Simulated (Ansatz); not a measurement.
**SiTe2 monolayer (1T) under uniaxial strain along the armchair direction, normal to a, with the width clamped**

Aim: how do the optical modes of SiTe2 monolayer (1T) shift and split under this strain?

Method: DFT PBEsol, scalar-relativistic, plane waves, PAW; PAW set soft_1, in Ansatz 0.2.0.

## Step 1: Starting point

The cell holds 3 atoms: 1 Si and 2 Te. Its edges and angles: a = 3.680 Å, b = 3.680 Å, c = 30.424 Å, α = 90.0°, β = 90.0°, γ = 120.0°. Vacuum lies along c. The height across the vacuum is the one that the program set for its solve, not the one typed.

## Step 2: Bringing the structure to rest

The cell and atoms are relaxed, since residual forces and stress would shift the frequencies. The program lengthens the typed cell of 20.0 Å along the normal to 30.4 Å, as its cut-off of the electrostatics needs, and moves no atom.

File input.yaml:

```yaml
crystal:
  lattice:
    - [3.68, 0.0, 0.0]
    - [-1.84, 3.18697, 0.0]
    - [0.0, 0.0, 20.0]
  atoms:
    - { symbol: Si, position: [0.0, 0.0, 0.5] }
    - { symbol: Te, position: [0.333333, 0.666667, 0.5828] }
    - { symbol: Te, position: [0.666667, 0.333333, 0.4172] }
  periodic: [true, true, false]
kpoints:
  mp_grid: { grid: [15, 15, 1] }
hamiltonian:
  xc: pbesol
  pseudopotentials: { kind: paw, azcp: { folder: soft_1 }, xc_functional: pbe }
scf:
  occupations: { method: gaussian, width: 0.1 }
output:
  forces: true
  stress: true
  eigenvalues: true
  write_density: true
  write_potential: true
  elf: true
  volumetric_format: npy
relax:
  adjacent_minimum: "off"
  f_tol: 0.005
  max_steps: 80
  cell: { stress_2d_tol: 0.02 }
```

The run is started by

```bash
ansatz run input.yaml --threads 8 --pin off --max-ram 16384MiB --backend cpu --events-out ev --progress --plain --runs-dir out
```

Numbers of over 12 decimals in the logs are rounded to 6 here.

Output:

```text
Warning: crystal.periodic: the lattice vector that does not repeat stood 0.000° off the slab's normal, 20.000 Å along it as the deck builds it. The run solves the slab on a vector along the normal, 30.424 Å long, with every atom where it was (on the deck's vector they left 16.69 Å outside them, and the widest stretch free of ions among them is 1.66 Å). A fractional position that the run reports is one of the run's ce [...]
Warning: the atoms were moved onto the symmetric positions of the space group found under crystal.symmetry.tolerance 1.0e-5 (fractional; no operation is sought that the atoms, as they stand in a round, miss by more than twice it, and no atom is moved by as much as it), and the run uses the moved positions. Before a round's move an operation carried an atom to 3.68e-6 Å from where it should land, the largest such dist [...]
crystal.periodic: the lattice vector that does not repeat stood 0.000° off the slab's normal, 20.000 Å along it as the deck builds it. The run solves the slab on a vector along the normal, 30.424 Å long, with every atom where it was (on the deck's vector they left 16.69 Å outside them, and the widest stretch free of ions among them is 1.66 Å). A fractional position that the run reports is one of the run's cell, which [...]
Engine: ansatz 0.2.0, aarch64-unknown-linux-gnu
Pseudopotentials: kind: paw
Pseudopotential: Si, paw, valence charge 4, recommended cutoff 420 eV (normal), soft_1/Si.paw.azcp
Pseudopotential: Te, paw, valence charge 16, recommended cutoff 420 eV (normal), soft_1/Te.paw.azcp
Functional definition: PBEsol
  exchange = pbesol_x
  correlation = pbesol_c
Crystal: 3 atoms, lattice volume = 356.814 Å³
Basis set: ecut = 420 eV, 6989 PW (Γ), exchange–correlation on 50×50×432 points (8 copies of the dense FFT grid, shifted against one another)
Bands: 22, of which v1, the nominal top of the filled ones, is band 18 counted from 1 (17 counted from 0)
Symmetry: 12 space group operations
Space group: P-3m1 (ITA 164), of the structure as read, at distance tolerance 7.1e-5 Å
k-points: 27 of 225
Non-local potential: Si, projectors of the file, l = 0: 2, l = 1: 2, l = 2: 1
Non-local potential: Te, projectors of the file, l = 0: 2, l = 1: 2, l = 2: 2, l = 3: 1
PAW form: soft (Blöchl's): semilocal exchange-correlation on the pseudo side does not see the compensation charge
PAW frozen core: Si, regenerated for the run's functional, and the local potential with it (the file was generated under x = pbe(κ = 0.804, μ = 0.219515), c = pbe(β = 0.066725))
PAW frozen core: Te, regenerated for the run's functional, and the local potential with it (the file was generated under x = pbe(κ = 0.804, μ = 0.219515), c = pbe(β = 0.066725))
PAW one-centre angular grid: Si, 110 points (default); XC on 64 Gauss nodes
PAW one-centre angular grid: Te, 590 points (default); XC on 64 Gauss nodes
Initial density: superposition of atomic densities (neutral atoms: chi_scale 0, normalization atom)
Initial wavefunctions: pseudopotential atomic-orbital guess
Functional: x = pbesol(κ = 0.804, μ = 0.123457), c = pbesol(β = 0.046)
iter 1 solved again at ethr=1.94e-3 eV; its pass at ethr=3.10e-3 eV (dr2=6.97e-1 eV) is discarded
SCF iter   1: F=—  HF=-14424.688098 eV  |F-HF|=—  |Δ(HF+E_count)|=         —  Δρ=9.90e-3  dr2=7.17e-1  ethr=1.94e-3  ⟨swp⟩=1.6  Hψ=6248  notcnv=0
preconditioner: auto → LDOS  [metal: Δε(μ)=0.061 eV  Ē_g=8.633 eV  σ=0.100 eV  W_gap=0.31  n_scr=18 (ndim 8)  ℏωp=7.9 eV  f_vac=0.743  D(μ)=1.44/eV (n_scr^D=8)  β→1.0]
SCF iter   2: F=—  HF=-14424.604989 eV  |F-HF|=—  |Δ(HF+E_count)|=   8.31e-2  Δρ=4.68e-3  dr2=3.20e-1  ethr=1.94e-3  ⟨swp⟩=5.9  Hψ=1922  notcnv=0
SCF iter   3: F=—  HF=-14424.549956 eV  |F-HF|=—  |Δ(HF+E_count)|=   5.50e-2  Δρ=1.78e-3  dr2=2.66e-2  ethr=8.88e-4  ⟨swp⟩=5.2  Hψ=1865  notcnv=0
SCF iter   4: F=—  HF=-14424.544354 eV  |F-HF|=—  |Δ(HF+E_count)|=   5.60e-3  Δρ=2.74e-4  dr2=6.35e-4  ethr=7.38e-5  ⟨swp⟩=3.7  Hψ=1318  notcnv=0
SCF iter   5: F=—  HF=-14424.544288 eV  |F-HF|=—  |Δ(HF+E_count)|=   6.59e-5  Δρ=6.79e-5  dr2=2.67e-5  ethr=1.76e-6  ⟨swp⟩=3.9  Hψ=1352  notcnv=0
SCF iter   6: F=—  HF=-14424.544326 eV  |F-HF|=—  |Δ(HF+E_count)|=   3.84e-5  Δρ=1.35e-5  dr2=4.17e-7  ethr=7.41e-8  ⟨swp⟩=3.3  Hψ=1340  notcnv=0
SCF iter   7: F=-14424.544327 eV  HF=-14424.544327 eV  |F-HF|=4.23e-8  |Δ(HF+E_count)|=   7.18e-7  Δρ=2.76e-6  dr2=2.98e-8  ethr=2.78e-10  ⟨swp⟩=23.7  Hψ=7234  notcnv=0
SCF 1 converged in 7 iterations: F = -14424.544327 eV  dr2 = 2.98e-8
  greatest PAW one-centre occupation: 0.998 electrons in one spin orbital (limit 2), on the Te atom at site 2 (counted from 0), in its partial waves of l = 2
relax step   1: F+E_penalty+E_count = -14424.54432703 eV  Δ(F+E_penalty+E_count) = +0.000e0 eV  max|allowed force component| = 2.488e-1 eV/Å  Δτ_max = 0.0000 Å  P = +1.380 N/m  Ω = 356.814 Å³  fix = [c, alpha, beta]  reactions: c +0.000 N/m  (7 SCF iters, dr2 threshold 1.00e-7 eV, accepted)
Crystal: 3 atoms, lattice volume = 375.747 Å³
Basis set: ecut = 420 eV, 7361 PW (Γ), exchange–correlation on 50×50×432 points (8 copies of the dense FFT grid, shifted against one another)
Initial density: handed on by an earlier stage of this run
Initial wavefunctions: those handed on with the density
iter 1 solved again at ethr=9.32e-5 eV; its pass at ethr=3.10e-3 eV (dr2=3.35e-2 eV) is discarded
SCF iter   1: F=—  HF=-14424.503847 eV  |F-HF|=—  |Δ(HF+E_count)|=         —  Δρ=2.36e-3  dr2=3.39e-2  ethr=9.32e-5  ⟨swp⟩=2.9  Hψ=5353  notcnv=0
preconditioner: auto → LDOS  [metal: Δε(μ)=0.036 eV  Ē_g=8.652 eV  σ=0.100 eV  W_gap=0.19  n_scr=16 (ndim 8)  ℏωp=7.7 eV  f_vac=0.758  D(μ)=1.49/eV (n_scr^D=8)  β→1.0]
SCF iter   2: F=—  HF=-14424.496531 eV  |F-HF|=—  |Δ(HF+E_count)|=   7.32e-3  Δρ=1.25e-3  dr2=1.53e-2  ethr=9.32e-5  ⟨swp⟩=4.0  Hψ=1690  notcnv=0
SCF iter   3: F=—  HF=-14424.493481 eV  |F-HF|=—  |Δ(HF+E_count)|=   3.05e-3  Δρ=3.80e-4  dr2=1.01e-3  ethr=4.26e-5  ⟨swp⟩=3.4  Hψ=1305  notcnv=0
SCF iter   4: F=—  HF=-14424.493261 eV  |F-HF|=—  |Δ(HF+E_count)|=   2.19e-4  Δρ=6.32e-5  dr2=1.96e-5  ethr=2.81e-6  ⟨swp⟩=3.2  Hψ=1258  notcnv=0
SCF iter   5: F=—  HF=-14424.493324 eV  |F-HF|=—  |Δ(HF+E_count)|=   6.29e-5  Δρ=1.78e-5  dr2=1.71e-6  ethr=5.44e-8  ⟨swp⟩=3.3  Hψ=1307  notcnv=0
SCF iter   6: F=-14424.493325 eV  HF=-14424.493325 eV  |F-HF|=4.22e-8  |Δ(HF+E_count)|=   8.71e-7  Δρ=5.37e-6  dr2=1.30e-7  ethr=8.33e-10  ⟨swp⟩=23.3  Hψ=7167  notcnv=0
the search or the solves at the SCF's close seem to have found levels that the self-consistency loop had missed (the run counts 1). By its estimate they hold under 1e-12 electrons; where the run keeps them, the occupations were computed again with them
SCF 2 converged in 6 iterations: F = -14424.493325 eV  dr2 = 1.30e-7
relax step   2: F+E_penalty+E_count = -14424.49332499 eV  Δ(F+E_penalty+E_count) = +5.100e-2 eV  max|allowed force component| = 8.742e-1 eV/Å  Δτ_max = 0.1294 Å  P = +0.243 N/m  Ω = 375.747 Å³  energy of the carried Pulay correction = -7.262e-4 eV  fix = [c, alpha, beta]  (6 SCF iters, dr2 threshold 3.00e-7 eV, rejected (line search))
Crystal: 3 atoms, lattice volume = 366.010 Å³
Basis set: ecut = 420 eV, 7169 PW (Γ), exchange–correlation on 50×50×432 points (8 copies of the dense FFT grid, shifted against one another)
iter 1 solved again at ethr=3.62e-5 eV; its pass at ethr=3.10e-3 eV (dr2=1.30e-2 eV) is discarded
SCF iter   1: F=—  HF=-14424.573023 eV  |F-HF|=—  |Δ(HF+E_count)|=         —  Δρ=1.66e-3  dr2=1.49e-2  ethr=3.62e-5  ⟨swp⟩=3.2  Hψ=5182  notcnv=0
preconditioner: auto → LDOS  [metal: Δε(μ)=0.094 eV  Ē_g=8.578 eV  σ=0.100 eV  W_gap=0.43  n_scr=16 (ndim 8)  ℏωp=7.8 eV  f_vac=0.750  D(μ)=1.62/eV (n_scr^D=8)  β→1.0]
SCF iter   2: F=—  HF=-14424.569869 eV  |F-HF|=—  |Δ(HF+E_count)|=   3.15e-3  Δρ=9.14e-4  dr2=6.58e-3  ethr=3.62e-5  ⟨swp⟩=3.0  Hψ=1347  notcnv=0
SCF iter   3: F=—  HF=-14424.568612 eV  |F-HF|=—  |Δ(HF+E_count)|=   1.26e-3  Δρ=2.56e-4  dr2=4.99e-4  ethr=1.83e-5  ⟨swp⟩=3.5  Hψ=1375  notcnv=0
SCF iter   4: F=—  HF=-14424.568525 eV  |F-HF|=—  |Δ(HF+E_count)|=   8.70e-5  Δρ=4.36e-5  dr2=1.02e-5  ethr=1.39e-6  ⟨swp⟩=3.6  Hψ=1320  notcnv=0
SCF iter   5: F=—  HF=-14424.568529 eV  |F-HF|=—  |Δ(HF+E_count)|=   4.25e-6  Δρ=1.01e-5  dr2=5.11e-7  ethr=2.84e-8  ⟨swp⟩=3.5  Hψ=1359  notcnv=0
SCF iter   6: F=—  HF=-14424.568573 eV  |F-HF|=—  |Δ(HF+E_count)|=   4.37e-5  Δρ=2.90e-6  dr2=3.63e-8  ethr=1.42e-9  ⟨swp⟩=3.5  Hψ=1396  notcnv=0
SCF iter   7: F=—  HF=-14424.568573 eV  |F-HF|=—  |Δ(HF+E_count)|=   1.75e-8  Δρ=3.82e-7  dr2=3.09e-10  ethr=1.01e-10  ⟨swp⟩=3.0  Hψ=1249  notcnv=0
SCF iter   8: F=—  HF=-14424.568573 eV  |F-HF|=—  |Δ(HF+E_count)|=   1.47e-8  Δρ=9.67e-8  dr2=4.47e-11  ethr=1.00e-12  ⟨swp⟩=4.1  Hψ=1472  notcnv=0
SCF iter   9: F=-14424.568573 eV  HF=-14424.568573 eV  |F-HF|=5.09e-11  |Δ(HF+E_count)|=   1.72e-9  Δρ=9.58e-9  dr2=4.39e-13  ethr=1.00e-12  ⟨swp⟩=12.9  Hψ=4803  notcnv=0
SCF 3 converged in 9 iterations: F = -14424.568573 eV  dr2 = 4.39e-13
relax step   3: F+E_penalty+E_count = -14424.56857313 eV  Δ(F+E_penalty+E_count) = -2.425e-2 eV  max|allowed force component| = 6.705e-2 eV/Å  Δτ_max = 0.0428 Å  P = +0.418 N/m  Ω = 366.010 Å³  energy of the carried Pulay correction = -3.605e-4 eV  fix = [c, alpha, beta]  reactions: c +0.000 N/m  (9 SCF iters, accepted)
[...]
relax step   4: F+E_penalty+E_count = -14424.56949183 eV  Δ(F+E_penalty+E_count) = -9.187e-4 eV  max|allowed force component| = 3.988e-2 eV/Å  Δτ_max = 0.0009 Å  P = +0.192 N/m  Ω = 367.421 Å³  energy of the carried Pulay correction = -4.145e-4 eV  fix = [c, alpha, beta]  reactions: c +0.000 N/m  (4 SCF iters, dr2 threshold 2.81e-7 eV, accepted)
[...]
relax step   5: F+E_penalty+E_count = -14424.56976648 eV  Δ(F+E_penalty+E_count) = -2.746e-4 eV  max|allowed force component| = 4.787e-4 eV/Å  Δτ_max = 0.0026 Å  P = +0.011 N/m  Ω = 368.423 Å³  energy of the carried Pulay correction = -4.526e-4 eV  fix = [c, alpha, beta]  reactions: c +0.000 N/m  (4 SCF iters, dr2 threshold 9.94e-8 eV, accepted)
Initial wavefunctions: pseudopotential atomic-orbital guess (no wavefunctions were taken with the density)
iter 1 solved again at ethr=7.90e-7 eV; its pass at ethr=3.10e-3 eV (dr2=2.84e-4 eV) is discarded
SCF iter   1: F=—  HF=-14424.569810 eV  |F-HF|=—  |Δ(HF+E_count)|=         —  Δρ=3.30e-5  dr2=3.19e-7  ethr=7.90e-7  ⟨swp⟩=5.4  Hψ=7286  notcnv=0
eigensolver tolerance schedule: the retry pair's looser diagonalisation over-reported the residual by 889.84 of it (diagonalisation noise at 0.29 of the residual, at the tolerance the schedule requests for it); recorded, not acted on — ethr = c·dr2/N_el stays at c = 1.0e-1
SCF iter   2: F=—  HF=-14424.570209 eV  |F-HF|=—  |Δ(HF+E_count)|=   3.99e-4  Δρ=5.44e-6  dr2=9.25e-8  ethr=8.87e-10  ⟨swp⟩=5.6  Hψ=2036  notcnv=0
SCF iter   3: F=—  HF=-14424.570206 eV  |F-HF|=—  |Δ(HF+E_count)|=   3.02e-6  Δρ=1.48e-6  dr2=3.07e-9  ethr=2.57e-10  ⟨swp⟩=2.9  Hψ=1172  notcnv=0
SCF iter   4: F=—  HF=-14424.570209 eV  |F-HF|=—  |Δ(HF+E_count)|=   2.86e-6  Δρ=2.83e-7  dr2=5.04e-10  ethr=8.52e-12  ⟨swp⟩=3.7  Hψ=1350  notcnv=0
SCF iter   5: F=—  HF=-14424.570209 eV  |F-HF|=—  |Δ(HF+E_count)|=   8.74e-8  Δρ=6.43e-8  dr2=1.40e-11  ethr=1.40e-12  ⟨swp⟩=4.0  Hψ=1616  notcnv=0
SCF iter   6: F=-14424.570209 eV  HF=-14424.570209 eV  |F-HF|=1.58e-10  |Δ(HF+E_count)|=   1.70e-8  Δρ=1.27e-8  dr2=7.83e-13  ethr=1.00e-12  ⟨swp⟩=15.1  Hψ=4277  notcnv=0
SCF 6 converged in 6 iterations: F = -14424.570209 eV  dr2 = 7.83e-13
relax step   6: F+E_penalty+E_count = -14424.57020870 eV  Δ(F+E_penalty+E_count) = -4.422e-4 eV  max|allowed force component| = 3.563e-4 eV/Å  Δτ_max = 0.0000 Å  P = +0.009 N/m  Ω = 368.423 Å³  fix = [c, alpha, beta]  reactions: c +0.000 N/m  stress off target by 9.00e-3 N/m on what of the cell is left free  SCF on the basis re-selected at this cell (its energy is not comparable with the rows above)  (6 SCF iters)
basis re-selected at this cell: Δ(F+E_penalty+E_count) = -4.422e-4 eV, ΔP = -0.002 N/m vs the last step (what re-selecting the basis moved, of the pressure what is left beyond the Pulay correction that the steps carried, after the strain that the cell walked since its last selection, with what the two solves' SCF thresholds leave and, on support functions, any second-order correction that the steps lacked; it is no m [...]
SCF converged after 6 iterations
Free energy (F): -14424.570209 eV
Harris-Foulkes:  -14424.570209 eV  (|F-HF|=1.58e-10)
Internal energy: -14424.562152 eV  (E = F + TS)
E sigma→0 (E₀):  -14424.566180 eV
Entropy (-TS):   -0.008057 eV (-2.686 meV/atom)
Fermi energy:    -4.865955 eV
--- Per-component energies (eV) ---
  E_band       = -991.289499
  E_kinetic    = 387.288348
  E_local      = -58975.977862  (includes V_loc(G=0)·N_el)
  E_nonlocal   = 158.105120
  E_hartree    = 29242.631542
  E_xc         = -299.459990
  E_vxc        = -252.245135  (∫ρ·V_xc dr)
  E_paw        = -9684.420765  (= ΣΔE_a)
  E_vpaw       = -793.723334  (= ΣTr[D̂ρ^β])
  E_aug_tail   = 0.000212  (compensation charges beyond the density's cutoff)
  E_ewald      = 24746.490061
  E_core_change = 0.781183  (= ΣΔE_core)
  E_smearing   = -0.008057  (= −TS)
  E_closure    = -0.000000  (closes the sum)
  Σ components = -14424.570209   (vs F -14424.570209, Δ=0.00e0)
--- Forces (eV/Å), atoms counted from 1 ---
  atom   1  Si    -0.00000000     0.00000000     0.00000000
  atom   2  Te    -0.00000000     0.00000000     0.00035628
  atom   3  Te     0.00000000    -0.00000000    -0.00035628
  max |Σ_I F_I| component: 4.63e-18 eV/Å
--- 2D stress c σ (N/m, compression-positive) ---
        0.009002      -0.000000      -0.000000
       -0.000000       0.009002      -0.000000
       -0.000000      -0.000000       0.000000
  P = ½ c Tr σ = 0.0090 N/m
--- Band table (eV; the first three rows and the last of 27) ---
  k-point 0: bands = [... 14 lower, -5.3587, -5.3587, -4.7722, -4.7722, -3.3421, -1.6579, -1.4909, -1.4909]
  k-point 1: bands = [... 14 lower, -6.0544, -5.6367, -5.0898, -4.6319, -2.9246, -1.7233 (-1.7233°), -1.4203, -1.2232]
  k-point 2: bands = [... 14 lower, -6.7518, -6.1092, -5.8745, -4.5618, -2.8143, -1.7508, -1.1865, -0.5985]
  k-point 26: bands = [... 14 lower, -9.4742, -9.3125, -6.3451, -6.3451, -4.2473, -0.7969, -0.7969, -0.2354]
  ° read free of the cell's end (the report's vacuum.weakly_bound_levels)
--- Relaxed structure (5 steps of the walk, 4 accepted, 1 SCFs on fresh bases) ---
  F+E_penalty+E_count = -14424.57020870 eV   max|allowed force component| = 3.563e-4 eV/Å   (the final SCF, on the basis selected at the relaxed cell)
  cell:  # Å, volume = 368.4231 Å³
    - [3.739383, 0.0, 0]
    - [-1.869692, 3.238401, 0]
    - [0, 0, 30.424]
  atoms:
    - { symbol: Si, position: [0, 0, 0.328688] }
    - { symbol: Te, position: [0.333333, 0.666667, 0.381825] }
    - { symbol: Te, position: [0.666667, 0.333333, 0.275550] }
```

It took 12 s on 8 threads of Arm Neoverse V2, shared host; peak memory 0.93 GiB.

Relaxation path:

| step | energy less that of the first step (eV) | largest force component (eV/Å) | volume (Å³) |
| --- | --- | --- | --- |
| 1 | 0.0000 | 0.2488 | 356.81 |
| 2 | 0.0510 | 0.8742 | 375.75 |
| 3 | -0.0242 | 0.0670 | 366.01 |
| 4 | -0.0252 | 0.0399 | 367.42 |
| 5 | -0.0254 | 0.0005 | 368.42 |
| 6* | -0.0259 | 0.0004 | 368.42 |

Relaxation steps marked * repeat the geometry before them on a plane-wave basis chosen anew for their cell, so energy and pressure can jump there. Relaxation step 2 was tried and not accepted.

The run keeps the 12 symmetry operations that it works with, so distortions that break them were not tested.

| cell as run | before | after | change |
| --- | --- | --- | --- |
| a (Å) | 3.680 | 3.739 | +1.6 % |
| b (Å) | 3.680 | 3.739 | +1.6 % |

The atoms that moved most (Å, along periodic axes as changes of fractional coordinates times the final cell, across vacuum about the mean position):

| atom | dx | dy | dz | length |
| --- | --- | --- | --- | --- |
| Te3 | 0.000 | 0.000 | 0.039 | 0.039 |
| Te2 | 0.000 | 0.000 | -0.039 | 0.039 |

The relaxed structure:

```cif
data_structure
_symmetry_space_group_name_H-M 'P 1'
_symmetry_Int_Tables_number 1
_cell_length_a 3.7394
_cell_length_b 3.7394
_cell_length_c 30.4240
_cell_angle_alpha 90.000
_cell_angle_beta 90.000
_cell_angle_gamma 120.000
_cell_volume 368.42
loop_
_atom_site_label
_atom_site_type_symbol
_atom_site_fract_x
_atom_site_fract_y
_atom_site_fract_z
_atom_site_occupancy
Si1 Si 0.00000 0.00000 0.32869 1
Te2 Te 0.33333 0.66667 0.38183 1
Te3 Te 0.66667 0.33333 0.27555 1
```

Numbers from this step:

* gap on the k-mesh: 0 eV
* area per atom: 4.037 Å²

Electrostatic potential energy in the ac plane at fractional y = 0.000, with atoms of Si within 0.2 Å of it. With pseudopotentials it is smooth inside the atoms' cores, unlike the true potential.

Ten even steps from '_' (-12 eV) to '@' (0 eV), each cell a mean:
```
@@@@@@@@@@@@@@@@@@@@@@@@@@@@
@@@@@@@@@@@@@@@@@@@@@@@@@@@@
@@@@@@@@@@@@@@@@@@@@@@@@@@@@
@@@@@@@@@@@@@@@@@@@@@@@@@@@@
@@@@@@@@@@@@@@@@@@@@@@@@@@@@
@@@@@@@@@@@@@@@@@@@@@@@@@@@@
@@@@@@@@@@@@@@@@@@@@@@@@@@@@
@@@@@@@@@@@@@@@@@@@@@@@@@@@@
@@@@@@@@@@@@@@@@@@@@@@@@@@@@
@@@@@@@@@@@@@@@@@@@@@@@@@@@@
@@@@@@@@@@@@@@@@@@@@@@@@@@@@
@@@@@@@@@@@@@@@@@@@@@@@@@@@@
@@@@@@@@@@@@@@@@@@@@@@@@@@@@
@@@@@@@@@@@@@@%%@@@@@@@@@@@@
%%%%%%##++--....::==**##%%%%
____..::==++++++++++--..____
______..==++++++++++--..____
%%%%####++--..__..==++####%%
@@@@@@@@@@@@%%%%%%@@@@@@@@@@
@@@@@@@@@@@@@@@@@@@@@@@@@@@@
@@@@@@@@@@@@@@@@@@@@@@@@@@@@
@@@@@@@@@@@@@@@@@@@@@@@@@@@@
@@@@@@@@@@@@@@@@@@@@@@@@@@@@
@@@@@@@@@@@@@@@@@@@@@@@@@@@@
```
Columns run along a (3.7 Å; values clipped at the 3rd and 97th percentile), rows up along c (30.4 Å). Atoms in or near the plane, at fractional coordinates: Si at (0.00, 0.33).

Valence density in the ac plane at fractional y = 0.000, with atoms of Si within 0.2 Å of it. It is the smooth field of the valence electrons, not physical close to the nuclei.

Ten even steps from '0' (0.00 e/Å³) to '9' (0.36 e/Å³), each cell a mean:
```
00000000000000
00000000000000
00000000000000
00000000000000
00000000000000
00000000000000
00000000000000
00000000000000
00000000000000
00000000000000
00000000000000
00000000000000
00000000000000
00000111110000
12235799865322
67887666667887
67887655667887
22345799975322
00001111110000
00000000000000
00000000000000
00000000000000
00000000000000
00000000000000
```
Columns run along a (3.7 Å), rows up along c (30.4 Å). Atoms in or near the plane, at fractional coordinates: Si at (0.00, 0.33).

ELF in the ac plane at fractional y = 0.000, with atoms of Si within 0.2 Å of it. It is the smooth field of the valence electrons, not physical close to the nuclei.

Ten even steps from '_' (0.00) to '@' (0.64), each cell a mean:
```
____________________________
____________________________
____________________________
____________________________
____________________________
____________________________
____________________________
____________________________
____________________________
____________________________
____________________________
____________________________
____________________________
______::--++####**++--..____
....--**%%@@@@@@@@@@%%++::..
####%%@@@@##**++**%%@@@@%%##
####@@@@@@##++++**##@@@@%%##
..::--**%%@@@@@@@@@@%%++--::
______::==**######++--..____
____________________________
____________________________
____________________________
____________________________
____________________________
```
Columns run along a (3.7 Å), rows up along c (30.4 Å). Atoms in or near the plane, at fractional coordinates: Si at (0.00, 0.33).

(Continued in part 2 of 3.)

[Logs are printed without paths, hosts, clocks, repeated set-up lines and the standing remarks that a program may print on its own settings, such as how far it seeks lower states.]

[Hosts, paths, dates, database ids (printed as entryN), source tags and the programs' standing remarks are cut or masked in the printed files.]
